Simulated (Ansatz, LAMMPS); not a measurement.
# Glassy 63GeO2-33Na2O-3Sc2O3 (mol %) (92 atoms): where an added charge goes: runs compared

Does an extra electron or hole in glassy 63GeO2-33Na2O-3Sc2O3 (mol %) (92 atoms) stay spread out, or do the atoms trap it?

Computed with Ansatz 0.2.0: Kohn-Sham DFT, PBE, PAW (set soft_2), plane waves.

### 1. The cell as built

The cell holds 92 atoms: 19 Ge, 20 Na, 2 Sc and 51 O. Cell: a = 10.931 Å, b = 10.931 Å, c = 10.931 Å, α = 90.0°, β = 90.0°, γ = 90.0°. 92 atoms (19 Ge, 20 Na, 2 Sc, 51 O) placed at random at 3.5 g/cm³, melted at 4000 K for 10 ps at fixed volume with the Morse and Coulomb pair potential with partial charges (Pedone, Malavasi, Menziani, Cormack and Segre, J. Phys. Chem. B 110, 11780 (2006)). Quenched from 4000 K to 300 K at 25 K/ps and fixed volume, held 10 ps at zero pressure, then minimised at fixed cell.

Limits known from the start: The quench rate of 25 K/ps is many orders above laboratory rates, so the cell is likely richer in defects and strain than a real sample. The network of bonds at the start is that of the classical potential that made the cell, and needn't be the one that DFT or experiment would give. Only the Γ point is sampled, in a cell whose shortest periodic width is 11 Å.

### 2. The reference run

The reference is a single point at the end of the relaxation.

The charged cells start from the geometry of this run, on a uniform background, with spin and a narrow Fermi–Dirac smearing.

Its input, with most atom lines left out:

```yaml
crystal:
  lattice:
    - [10.93102, 0.0, 0.0]
    - [0.0, 10.93102, 0.0]
    - [0.0, 0.0, 10.93102]
  atoms:
    - { symbol: Ge, position: [0.74397, 0.53353, 0.62631] }
    - { symbol: Ge, position: [0.23034, 0.05253, 0.79596] }
    - { symbol: Ge, position: [0.43516, 0.9546, 0.21066] }
    - { symbol: Ge, position: [0.80654, 0.40906, 0.17445] }
    - { symbol: Ge, position: [0.14356, 0.98486, 0.26218] }
    - { symbol: Ge, position: [0.49125, 0.04093, 0.91261] }
    - { symbol: Ge, position: [0.70885, 0.55046, 0.91907] }
    [... atom lines 8 to 92 left out ...]
kpoints:
  mp_grid: { grid: [1, 1, 1] }
hamiltonian:
  xc: pbe
scf:
  occupations: { method: gaussian, width: 0.025 }
output:
  forces: true
  stress: true
  populations: true
  dos:
    method: { smearing: { sigma: 0.1 } }
    de: 0.1
    projected: { site_lists: { Ge: [Ge], Na: [Na], O: [O], Sc: [Sc] } }
  eigenvalues: true
  write_density: true
  write_potential: true
  volumetric_format: npy
  elf: true
```

| Item | Value |
| --- | --- |
| free energy per atom | -1571.4947 eV/atom |
| r.m.s. force component | 0.00739 eV/Å |
| pressure | -0.02687 GPa |

Filled and empty levels are parted by 2.03 eV (at Γ alone); a semilocal functional tends to put such gaps too low. In a disordered cell it changes from sample to sample, and tail or defect levels can set it.

### 3. The runs

Each row is one run, on 4 threads of Intel Xeon 6975P-C (Granite Rapids), shared host. The free energy is the program's total, comparable only between runs with the same functional, potentials and atoms; between charge states it hangs on the program's zero of potential.

| run | atoms | outcome | ionic steps, all passes | free energy (eV) | time | host memory (GiB) |
| --- | --- | --- | --- | --- | --- | --- |
| Single point at the start | 92 | converged | - | -144569.319 | 14 s | 2.1 |
| Relaxation | 92 | converged | 15 | -144577.511 | 89 s | 2.0 |
| Single point at the relaxed geometry | 92 | converged | - | -144577.511 | 13 s | 2.0 |
| An extra electron, atoms held | 92 | converged | - | -144571.058 | 45 s | 3.3 |
| An extra electron, atoms relaxed | 92 | converged | 3 | -144571.089 | 48 s | 3.3 |
| An extra electron, levels at the relaxed geometry | 92 | converged | - | -144571.089 | 43 s | 3.4 |
| Neutral at the geometry of the electron | 92 | converged | - | -144577.480 | 11 s | 2.1 |
| An extra hole, atoms held | 92 | converged | - | -144581.648 | 61 s | 3.4 |
| An extra hole, atoms relaxed | 92 | converged | 25 | -144582.062 | 7.1 min | 3.3 |
| An extra hole, levels at the relaxed geometry | 92 | converged | - | -144582.062 | 35 s | 3.4 |
| Neutral at the geometry of the hole | 92 | converged | - | -144576.701 | 12 s | 2.1 |

In some runs the program notes that the exchange-correlation potential is rough where the density is thin and starting moments were not kept.

Local excerpt of 12 atoms (numbers count through the whole input) about O70, which holds the most spin of the extra hole after relaxation; x, y, z are measured from there.

| atom | x | y | z | distance (Å) | Löwdin charge (e) | moment (μB) |
| --- | --- | --- | --- | --- | --- | --- |
| O70 | 0.00 | 0.00 | 0.00 | 0.00 | -0.64 | 0.43 |
| Ge19 | 1.55 | -1.11 | 0.57 | 1.99 | 1.47 | 0.00 |
| Ge15 | -1.27 | -0.96 | 1.35 | 2.09 | 1.49 | 0.00 |
| O43 | -0.70 | -1.11 | -2.04 | 2.43 | -0.75 | 0.34 |
| O83 | 0.18 | -2.04 | 1.40 | 2.48 | -0.75 | 0.00 |
| Na39 | -1.04 | 2.27 | 0.10 | 2.50 | 0.81 | 0.00 |
| Na31 | 0.83 | 0.54 | -2.33 | 2.53 | 0.79 | 0.00 |
| O44 | 2.14 | 0.30 | 1.56 | 2.66 | -0.76 | 0.02 |
| O58 | -1.19 | 0.61 | 2.32 | 2.68 | -0.76 | 0.02 |
| O46 | 2.25 | -0.94 | -1.15 | 2.70 | -0.80 | 0.00 |
| O86 | -2.63 | -0.97 | 0.14 | 2.80 | -0.76 | 0.00 |
| Ge16 | -2.28 | -0.50 | -1.56 | 2.81 | 1.45 | 0.00 |

### 4. Energies and spread of the extra charge

Energies are differences within one cell and functional; the shift is the gain plus the neutral cell's energy at the new geometry, that is how much cheaper the vertical process becomes there. The spread is the participation number of the site moments (1/Σw², over the spin inside atomic spheres), with the atom that holds the largest share and the spin that the spheres hold in all.

| carrier | charged less neutral, atoms held (eV) | gain on relaxing (eV) | neutral cell at that geometry, less the reference (eV) | shift of the vertical energy (eV) | spread, atoms held | spread, relaxed |
| --- | --- | --- | --- | --- | --- | --- |
| electron | 6.453 | 0.030 | 0.030 | 0.061 | - | - |
| hole | -4.137 | 0.414 | 0.809 | 1.224 | 13; O70 19 % of 0.83 μB | 3; O70 48 % of 0.90 μB |

### 5. What came out

The extra electron gains 0.030 eV as the atoms relax: so small a gain shows no trapping at this level. The cell with the electron keeps a moment of only 0.00 μB where one unpaired electron should give 1 μB: the carrier is shared between both spins, which can hide trapping. The extra hole gains 0.41 eV as the atoms relax, and its spin goes from about 13 to 3 atoms: the atoms trap it, with the largest share on O70. The O70–O43 distance goes from 3.23 to 2.43 Å, a pair of like atoms sharing the hole in a three-electron bond, which semilocal functionals tend to over-stabilise. Adding the two vertical energies gives 2.32 eV, against a gap of 2.03 eV in the neutral cell. The zero of the potential cancels in this sum; the excess isn't taken apart here: charging of a small cell, filling of bands on a coarse mesh and the attraction to the background can all enter.

**Limits.** Single energies of charged cells hang on the program's zero of potential. In the spin-polarised runs the search for a state of lower energy was switched off. No distortion was seeded, so a trapped state behind a barrier can't be found. Local and semilocal functionals favour spread-out charges, so trapping can be missed. Charged cells carry a uniform background, with no correction for images.

The DFT runs together took 13 min of wall time.

[Logs are printed without paths, hosts, clocks, repeated set-up lines and the standing remarks that a program may print on its own settings, such as how far it seeks lower states.]

[Hosts, paths, dates, database ids (printed as entryN), source tags and the programs' standing remarks are cut or masked in the printed files.]
